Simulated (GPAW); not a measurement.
# CN in line between two Al chains: relaxation, then transmission at several levels

Aim: the conductance of CN in line between two Al chains after relaxation, and whether geometry, basis or functional moves it most.

Calculated with GPAW 26.7.0; GPAW LCAO, PAW setups; relaxation of the junction within the symmetry of its start, lead ends held, in the first sound run; inputs show where later runs differ.

Report form: the programs' logs are mostly left out.

### 1. Set-up

The cell holds 16 atoms: 14 Al, 1 C and 1 N. Cell: a = 9.000 Å, b = 9.000 Å, c = 35.867 Å, α = 90.0°, β = 90.0°, γ = 90.0°. Regions: left lead, 7 atoms (7 Al); channel, 2 atoms (1 C and 1 N); right lead, 7 atoms (7 Al). Vacuum lies along a and b. The structure is stacked along c, and the current runs across the ab planes.

### 2. Relaxing the atoms

Transmission follows bond lengths closely, so the atoms between the held lead ends are relaxed first, within whatever symmetry the start has.

File run.py:

```python
import json
from ase import Atoms
from ase.constraints import FixAtoms
from ase.optimize import BFGS
from gpaw import GPAW, FermiDirac

device = Atoms(
    ['Al', 'Al', 'Al', 'Al', 'Al', 'Al', 'Al', 'C', 'N', 'Al', 'Al', 'Al', 'Al', 'Al', 'Al', 'Al'],
    positions=[
        [4.50000, 4.50000, 1.20000],
        [4.50000, 4.50000, 3.60000],
        [4.50000, 4.50000, 6.00000],
        [4.50000, 4.50000, 8.40000],
        [4.50000, 4.50000, 10.80000],
        [4.50000, 4.50000, 13.20000],
        [4.50000, 4.50000, 15.60000],
        [4.50000, 4.50000, 17.35540],
        [4.50000, 4.50000, 18.53540],
        [4.50000, 4.50000, 20.26670],
        [4.50000, 4.50000, 22.66670],
        [4.50000, 4.50000, 25.06670],
        [4.50000, 4.50000, 27.46670],
        [4.50000, 4.50000, 29.86670],
        [4.50000, 4.50000, 32.26670],
        [4.50000, 4.50000, 34.66670]],
    cell=[[9.0, 0.0, 0.0], [0.0, 9.0, 0.0], [0.0, 0.0, 35.8667]],
    pbc=True)

device.set_constraint(FixAtoms([0, 1, 2, 3, 4, 5, 10, 11, 12, 13, 14, 15]))
device.calc = GPAW(mode='lcao', basis='dzp', xc='PBE', h=0.18,
                   kpts={'size': (1, 1, 2), 'gamma': True},
                   symmetry={'tolerance': 1e-3, 'extra_ids': [1, 1, 1, 1, 1, 1, 0, 0, 0, 0, 1, 1, 1, 1, 1, 1]},
                   occupations=FermiDirac(0.1), maxiter=250,
                   mixer=dict(beta=0.1, nmaxold=8, weight=100.0),
                   convergence=dict(density=0.0001), txt='relax.txt')
path = []
opt = BFGS(device, maxstep=0.15)
opt.attach(lambda: path.append((device.get_potential_energy(), device.positions.tolist(), device.get_forces().tolist())))
relaxed = bool(opt.run(fmax=0.05, steps=50))
json.dump(dict(relaxed=relaxed, path=path, positions=device.positions.tolist(), moments=device.get_magnetic_moments().tolist(),
               forces=device.get_forces(apply_constraint=False).tolist()), open('result.json', 'w'))
```

The run is started by

```
$ OMP_NUM_THREADS=1 OPENBLAS_NUM_THREADS=1 python run.py
```

Wall time 9.9 min (1 thread of Arm Neoverse V1, shared host); peak memory 1.6 GiB.

Relaxation path:

```csv
step,energy less that of the first step (eV),largest force (eV/Å)
1,0.0000,3.9239
2,-0.0545,4.4839
3,-0.2317,0.9769
4,-0.2472,0.2449
5,-0.2483,0.0770
6,-0.2485,0.0593
7,-0.2488,0.1177
8,-0.2493,0.1272
9,-0.2496,0.0723
10,-0.2496,0.0175
```

The atoms that moved most (Å):

```csv
atom,dx,dy,dz,length
Al10,0.000,0.000,0.080,0.080
Al7,0.000,0.000,-0.075,0.075
N9,0.000,0.000,0.051,0.051
C8,0.000,0.000,0.007,0.007
```

The relaxation lowered the energy of the cell by 0.250 eV (energies extrapolated to zero smearing; the optimiser's log prints free energies). The largest force left on a free atom is 0.017 eV/Å.

### 3. Double-zeta polarised basis

The script solves lead and junction separately, takes H and S in the orbital basis, and joins semi-infinite leads through their self-energies; the dzp basis is the working standard.

This step: GPAW LCAO, PAW setups; Landauer transmission from Green's functions with principal layers (ASE), zero bias (GPAW 26.7.0).

File run.py:

```python
import json
import numpy as np
from ase import Atoms
from ase.transport.calculators import TransportCalculator
from gpaw import GPAW, FermiDirac
from gpaw.lcao.tools import get_lcao_hamiltonian
from scipy.linalg import eigh

# The junction with lead layers at both ends, along the third cell vector
device = Atoms(
    ['Al', 'Al', 'Al', 'Al', 'Al', 'Al', 'Al', 'C', 'N', 'Al', 'Al', 'Al', 'Al', 'Al', 'Al', 'Al'],
    positions=[
        [4.50000, 4.50000, 1.20000],
        [4.50000, 4.50000, 3.60000],
        [4.50000, 4.50000, 6.00000],
        [4.50000, 4.50000, 8.40000],
        [4.50000, 4.50000, 10.80000],
        [4.50000, 4.50000, 13.20000],
        [4.50000, 4.50000, 15.52509],
        [4.50000, 4.50000, 17.36211],
        [4.50000, 4.50000, 18.58643],
        [4.50000, 4.50000, 20.34714],
        [4.50000, 4.50000, 22.66670],
        [4.50000, 4.50000, 25.06670],
        [4.50000, 4.50000, 27.46670],
        [4.50000, 4.50000, 29.86670],
        [4.50000, 4.50000, 32.26670],
        [4.50000, 4.50000, 34.66670]],
    cell=[[9.0, 0.0, 0.0], [0.0, 9.0, 0.0], [0.0, 0.0, 35.8667]],
    pbc=True)

# One principal layer of the lead: the first 4 atoms of the device
lead = Atoms(
    ['Al', 'Al', 'Al', 'Al'],
    positions=[
        [4.50000, 4.50000, 1.20000],
        [4.50000, 4.50000, 3.60000],
        [4.50000, 4.50000, 6.00000],
        [4.50000, 4.50000, 8.40000]],
    cell=[[9.0, 0.0, 0.0], [0.0, 9.0, 0.0], [0.0, 0.0, 9.6]],
    pbc=True)

settings = dict(mode='lcao', basis='dzp', xc='PBE', h=0.18,
                occupations=FermiDirac(0.1), maxiter=250,
                mixer=dict(beta=0.1, nmaxold=8, weight=100.0),
                convergence=dict(density=0.0001))
energies = np.arange(-2, 2 + 1e-9, 0.025)
eta = 0.0001
n1, n2 = 1, 1
# k and -k transmit alike, so half of the mesh across the current serves
mesh = [(i, j) for i in range(n1) for j in range(n2) if (i, j) <= (-i % n1, -j % n2)]
weights = np.array([1 if (i, j) == (-i % n1, -j % n2) else 2 for i, j in mesh]) / (n1 * n2)


def ground_state(atoms, size, txt):
    atoms.calc = GPAW(kpts={'size': size, 'gamma': True}, symmetry={'tolerance': 1e-3}, txt=txt, **settings)
    atoms.get_potential_energy()
    return atoms.calc.get_fermi_level()


def blocks(atoms, fermi, points, nz, cells):
    """H - E_F S and S between cell 0 and the cells above it, at each point across the current."""
    kz = np.arange(nz) / nz
    calc = atoms.calc.fixed_density(kpts=[(*k, z) for k in points for z in kz], symmetry='off', txt=None)
    H, S = get_lcao_hamiltonian(calc)
    H = (H - fermi * S).reshape(len(H), len(points), nz, *S.shape[1:])
    S = S.reshape(H.shape[1:])
    phases = [np.exp(-2j * np.pi * kz * R) / nz for R in cells]
    return [(np.einsum('skzij,z->ksij', H, p), np.einsum('kzij,z->kij', S, p)) for p in phases]


def pair(a, b):
    return np.block([[a, b], [b.T.conj(), a]])


def count_channels(h, s, cells, nk=240):
    """Half the number of times that the lead's bands cross each energy, unfolded to its shortest repeat."""
    b = len(h) // cells
    bands = []
    for k in (np.arange(nk + 1) + 0.5) / nk:
        hk, sk = h[:b, :b].copy(), s[:b, :b].copy()
        for R in range(1, cells):
            phase, block = np.exp(2j * np.pi * k * R), slice(R * b, (R + 1) * b)
            hk += h[:b, block] * phase + (h[:b, block] * phase).T.conj()
            sk += s[:b, block] * phase + (s[:b, block] * phase).T.conj()
        w, u = eigh(sk)
        x = u[:, w > 1e-5] / w[w > 1e-5]**0.5  # drop near-dependent combinations
        bands.append(np.r_[eigh(x.T.conj() @ hk @ x, eigvals_only=True), [1e9] * (w <= 1e-5).sum()])
    below = np.array(bands)[:, :, None] < energies
    return (below[1:] != below[:-1]).sum((0, 1)) / 2


fermi_lead = ground_state(lead, (1, 1, 12), 'lead.txt')
fermi_device = ground_state(device, (1, 1, 2), 'device.txt')
T, channels, eigen, tail, misfit, shifts = [], [], [], 0.0, 0.0, []
for first in range(0, len(mesh), 434):
    points = [(i / n1, j / n2) for i, j in mesh[first:first + 434]]
    (H0k, S0k), (H1k, S1k), (H2k, _) = blocks(lead, fermi_lead, points, 5, range(3))
    [(Hk, Sk)] = blocks(device, fermi_device, points, 2, [0])
    tail = max(tail, abs(H2k).max())
    for H0, S0, H1, S1, H, S in zip(H0k, S0k, H1k, S1k, Hk, Sk):
        n = len(S0)
        # Shift the lead onto the potential of the device's first layer
        shift = ((H[:, 0, 0] - H0[:, 0, 0]) / S0[0, 0]).real.mean()
        shifts.append(shift)
        misfit = max(misfit, abs(H[:, :n, :n] - H0 - shift * S0).max())
        Tk, Ck, Ek = [], [], []
        for s in range(len(H)):
            t = s % len(H0)  # a lead without moments serves both spins
            h1, s1 = pair(H0[t] + shift * S0, H1[t] + shift * S1), pair(S0, S1)
            leads = dict(h1=h1, s1=s1, energies=energies, eta=eta, eta1=eta, eta2=eta)
            calc = TransportCalculator(h=H[s], s=S, eigenchannels=3, **leads)
            Tk.append(calc.get_transmission())
            Ek.append(np.sort(calc.eigenchannels_ne, axis=0)[::-1])
            Ck.append(count_channels(h1, s1, 8))
        T.append(Tk)
        channels.append(Ck)
        eigen.append(Ek)
T, channels = np.array(T), np.array(channels)
mean, open_channels = np.einsum('kse,k->se', T, weights), np.einsum('kse,k->se', channels, weights)

print(f'basis functions: device {len(S)}, principal layer {n}')
print(f'Fermi level: lead {fermi_lead:.4f} eV, device {fermi_device:.4f} eV; lead shifted by {np.mean(shifts):.4f} eV')
print(f'largest coupling past the next layer {tail:.2e} eV, largest misfit of the first layer {misfit:.3f} eV')
print('  E-E_F (eV)   ' + 'T (one spin)  channels')
for e, t, c in zip(energies, mean.T, open_channels.T):
    print(f'{e:10.3f}  ', *[f'{x:11.4e}' for x in t], *[f'{x:9.4f}' for x in c])

kT = 8.617333e-5 * 300
fine = np.linspace(energies[0], energies[-1], 4001)
both = np.exp(np.interp(fine, energies, np.log(np.maximum(mean.sum(0) * 2 / len(mean), 1e-30))))
fermi = lambda mu: 1 / (1 + np.exp(np.clip((fine - mu) / kT, -200, 200)))
slope = fermi(0) * (1 - fermi(0)) / kT
G = np.trapezoid(both * slope, fine) / 2
seebeck = -np.trapezoid(both * slope * fine, fine) / (2 * G * 300) * 1e6
print(f'conductance at 300 K: {G:.5g} G0 a cell; thermopower {seebeck:.4g} uV/K')
bias = [0.1, 0.2, 0.5, 1.0, 1.5, 2.0]
current = [38.74 * np.trapezoid(both * (fermi(V / 2) - fermi(-V / 2)), fine) for V in bias]
for V, I in zip(bias, current):
    print(f'current from the zero-bias T(E) at {V} V: {I:.5g} uA')
zero = abs(energies).argmin()
json.dump(dict(energies=energies.tolist(), T=mean.tolist(), channels=open_channels.tolist(), G=G, seebeck=seebeck,
               bias=bias, current=current, tail=tail, misfit=misfit, shift=np.mean(shifts), n_device=len(S), n_lead=n,
               fermi=[fermi_lead, fermi_device], energy=device.get_potential_energy(),
               moments=device.get_magnetic_moments().tolist(), mesh=mesh, weights=weights.tolist(),
               T_k=T[:, :, zero].tolist(), eigen=np.array(eigen[0]).tolist()), open('result.json', 'w'))
```

Run time: 2.3 min. Hardware: 1 thread; peak memory 1.7 GiB.

Numbers from this step:

```
conductance                                             : 1.953 G₀
largest coupling past the next principal layer          : 2.45e-15 eV
largest misfit of the first principal layer             : 0.01365 eV
shift that aligns the lead                              : -0.004368 eV
basis functions of the junction                         : 208
basis functions of a principal layer                    : 52
transmission at the Fermi level (one spin)              : 1.954
open channels of the lead at the Fermi level (one spin) : 2
```

One spin. Table of transmission, zone mean by energy, zero at the Fermi level:

energy (eV), transmission, zone mean and a bar:
```
   -2.000       0.01 
   -1.900       0.01 
   -1.800       0.01 
   -1.700       0.01 
   -1.600       0.01 
   -1.500       0.00 
   -1.400       0.00 
   -1.300       0.00 
   -1.200       0.00 
   -1.100       0.00 
   -1.000       0.00 
   -0.900       0.00 
   -0.800       0.00 
   -0.700       0.00 
   -0.600       0.00 
   -0.500       0.00 
   -0.400       0.27 ####
   -0.300       1.98 ############################
   -0.200       1.97 ############################
   -0.100       1.97 ############################
    0.000       1.95 ############################
    0.100       1.93 ############################
    0.200       1.91 ###########################
    0.300       1.89 ###########################
    0.400       1.87 ###########################
    0.500       1.85 ##########################
    0.600       1.84 ##########################
    0.700       1.83 ##########################
    0.800       1.83 ##########################
    0.900       1.82 ##########################
    0.950       2.10 ##############################
    1.000       2.06 #############################
    1.100       2.00 #############################
    1.200       1.95 ############################
    1.300       1.90 ###########################
    1.400       1.86 ###########################
    1.500       1.82 ##########################
    1.600       1.78 #########################
    1.700       1.74 #########################
    1.800       1.71 ########################
    1.900       1.67 ########################
    2.000       1.64 #######################
```

Crossings of the lead's bands, unfolded to its shortest repeat. Table of open channels, zone mean by energy, zero at the Fermi level:

```csv
energy (eV),"open channels, zone mean"
-2.000,1
-1.900,1
-1.800,1
-1.700,1
-1.600,1
-1.500,1
-1.400,1
-1.300,0
-1.200,0
-1.100,0
-1.000,0
-0.900,0
-0.800,0
-0.700,0
-0.600,0
-0.500,0
-0.400,2
-0.300,2
-0.200,2
-0.100,2
0.000,2
0.100,2
0.200,2
0.300,2
0.400,2
0.500,2
0.600,2
0.700,2
0.800,2
0.900,2
1.000,3
1.100,3
1.200,3
1.300,3
1.400,3
1.500,3
1.600,3
1.700,3
1.800,3
1.900,3
2.000,3
```

Not self-consistent under bias; the bias window is split evenly. Table of current through one cell, from the zero-bias transmission by bias:

```csv
bias (V),"current through one cell, from the zero-bias transmission (μA)"
0.100,15.1
0.200,30.2
0.500,75.4
1.000,132
1.500,167
2.000,204
```

Table of transmission of the three most open eigenchannels by energy, zero at the Fermi level:

```csv
energy (eV),channel 1,channel 2,channel 3
-2.000,0.0105,1.5e-12,0
-1.800,0.00796,1.4e-12,0
-1.600,0.00510,1.4e-12,0
-1.400,0.00181,1.4e-12,0
-1.200,1.4e-11,1.3e-12,0
-1.000,1.3e-12,0,0
-0.800,1.2e-12,0,0
-0.600,1.2e-12,0,0
-0.400,0.135,0.135,1.1e-12
-0.200,0.986,0.986,1.1e-12
0.000,0.977,0.977,1.1e-12
0.200,0.955,0.955,1.0e-12
0.400,0.934,0.934,0
0.600,0.921,0.921,7.3e-12
0.800,0.913,0.913,4.6e-10
1.000,0.901,0.901,0.259
1.200,0.882,0.882,0.185
1.400,0.856,0.856,0.149
1.600,0.827,0.827,0.127
1.800,0.798,0.798,0.111
2.000,0.770,0.770,0.0998
```

Couplings past the next layer reach 2.4e-15 eV, small enough to drop; the matrix elements of the cell's first layer differ from the bulk lead's by up to 0.014 eV. That layer keeps its own values in the calculation, and only beyond it is the lead taken as perfect. The Fermi levels of lead and junction count from different zeros of potential, one for each periodic cell; with both set to zero, the small remaining shift is what aligns them. By hand: G = 1.953 × 77.48 μS = 151 μS, a resistance of 6.61 kΩ; at 0.1 V a linear junction would pass 15.1 μA, and the integral over the bias window gives 15.1 μA.

### 4. Single-zeta polarised basis

The second zeta is dropped, the polarisation orbitals stay.

run.py: that of step 3 with these lines changed.

```diff
@@ -42,3 +42,3 @@
 
-settings = dict(mode='lcao', basis='dzp', xc='PBE', h=0.18,
+settings = dict(mode='lcao', basis='szp(dzp)', xc='PBE', h=0.18,
                 occupations=FermiDirac(0.1), maxiter=250,
```

Elapsed: 1.7 min, on 1 thread; peak memory 1.7 GiB.

This step gave:

| Item | Value |
| --- | --- |
| conductance | 1.958 G₀ |
| largest coupling past the next principal layer | 1.49e-15 eV |
| largest misfit of the first principal layer | 0.01491 eV |
| shift that aligns the lead | -0.005244 eV |
| basis functions of the junction | 144 |
| basis functions of a principal layer | 36 |
| transmission at the Fermi level (one spin) | 1.959 |

One spin. Table of transmission, zone mean by energy, zero at the Fermi level:

```csv
energy (eV),"transmission, zone mean"
-2.000,0.00910
-1.900,0.00785
-1.800,0.00651
-1.700,0.00508
-1.600,0.00355
-1.500,0.00189
-1.400,9.8e-5
-1.300,1.7e-11
-1.200,2.3e-12
-1.100,0
-1.000,0
-0.900,0
-0.800,0
-0.700,0
-0.600,0
-0.500,1.1e-12
-0.400,7.6e-7
-0.300,1.92
-0.200,1.97
-0.100,1.97
0.000,1.96
0.100,1.94
0.200,1.92
0.300,1.90
0.400,1.88
0.500,1.86
0.600,1.84
0.700,1.83
0.800,2.04
0.900,1.99
1.000,1.93
1.100,1.88
1.200,1.83
1.300,1.78
1.400,1.73
1.500,1.69
1.600,1.65
1.700,1.61
1.800,1.58
1.900,1.54
2.000,1.51
```

Crossings of the lead's bands, unfolded to its shortest repeat. Table of open channels, zone mean by energy, zero at the Fermi level:

energy (eV), open channels, zone mean and a bar:
```
   -2.000       1.00 ##########
   -1.900       1.00 ##########
   -1.800       1.00 ##########
   -1.700       1.00 ##########
   -1.600       1.00 ##########
   -1.500       1.00 ##########
   -1.400       1.00 ##########
   -1.300       0.00 
   -1.200       0.00 
   -1.100       0.00 
   -1.000       0.00 
   -0.900       0.00 
   -0.800       0.00 
   -0.700       0.00 
   -0.600       0.00 
   -0.500       0.00 
   -0.400       0.00 
   -0.300       2.00 ####################
   -0.200       2.00 ####################
   -0.100       2.00 ####################
    0.000       2.00 ####################
    0.100       2.00 ####################
    0.200       2.00 ####################
    0.300       2.00 ####################
    0.400       2.00 ####################
    0.500       2.00 ####################
    0.600       2.00 ####################
    0.700       2.00 ####################
    0.800       3.00 ##############################
    0.900       3.00 ##############################
    1.000       3.00 ##############################
    1.100       3.00 ##############################
    1.200       3.00 ##############################
    1.300       3.00 ##############################
    1.400       3.00 ##############################
    1.500       3.00 ##############################
    1.600       3.00 ##############################
    1.700       3.00 ##############################
    1.800       3.00 ##############################
    1.900       3.00 ##############################
    2.000       3.00 ##############################
```

Not self-consistent under bias; the bias window is split evenly. The current through one cell, from the zero-bias transmission by bias:

```csv
bias (V),"current through one cell, from the zero-bias transmission (μA)"
0.100,15.2
0.200,30.3
0.500,75.5
1.000,127
1.500,162
2.000,201
```

The transmission of the three most open eigenchannels by energy, zero at the Fermi level:

```csv
energy (eV),channel 1,channel 2,channel 3
-2.000,0.00910,0,0
-1.900,0.00785,0,0
-1.800,0.00651,0,0
-1.700,0.00508,0,0
-1.600,0.00355,0,0
-1.500,0.00189,0,0
-1.400,9.8e-5,0,0
-1.300,1.7e-11,0,0
-1.200,2.3e-12,0,0
-1.100,0,0,0
-1.000,0,0,0
-0.900,0,0,0
-0.800,0,0,0
-0.700,0,0,0
-0.600,0,0,0
-0.500,0,0,0
-0.400,3.8e-7,3.8e-7,0
-0.300,0.962,0.962,0
-0.200,0.987,0.987,0
-0.100,0.984,0.984,0
0.000,0.979,0.979,0
0.100,0.970,0.970,0
0.200,0.959,0.959,0
0.300,0.949,0.949,1.0e-12
0.400,0.939,0.939,3.3e-12
0.500,0.930,0.930,1.5e-11
0.600,0.922,0.922,1.3e-10
0.700,0.913,0.913,7.2e-9
0.800,0.903,0.903,0.236
0.900,0.890,0.890,0.210
1.000,0.875,0.875,0.184
1.100,0.858,0.858,0.165
1.200,0.839,0.839,0.151
1.300,0.820,0.820,0.140
1.400,0.802,0.802,0.132
1.500,0.783,0.783,0.125
1.600,0.765,0.765,0.119
1.700,0.748,0.748,0.115
1.800,0.732,0.732,0.111
1.900,0.717,0.717,0.107
2.000,0.704,0.704,0.104
```

The conductance, 1.96 G₀, lies 0.2 % above that of the dzp run.

[end of part 1 of 2]

[Logs are printed without paths, hosts, clocks, repeated set-up lines and the standing remarks that a program may print on its own settings, such as how far it seeks lower states.]

[Hosts, paths, dates, database ids (printed as entryN), source tags and the programs' standing remarks are cut or masked in the printed files.]
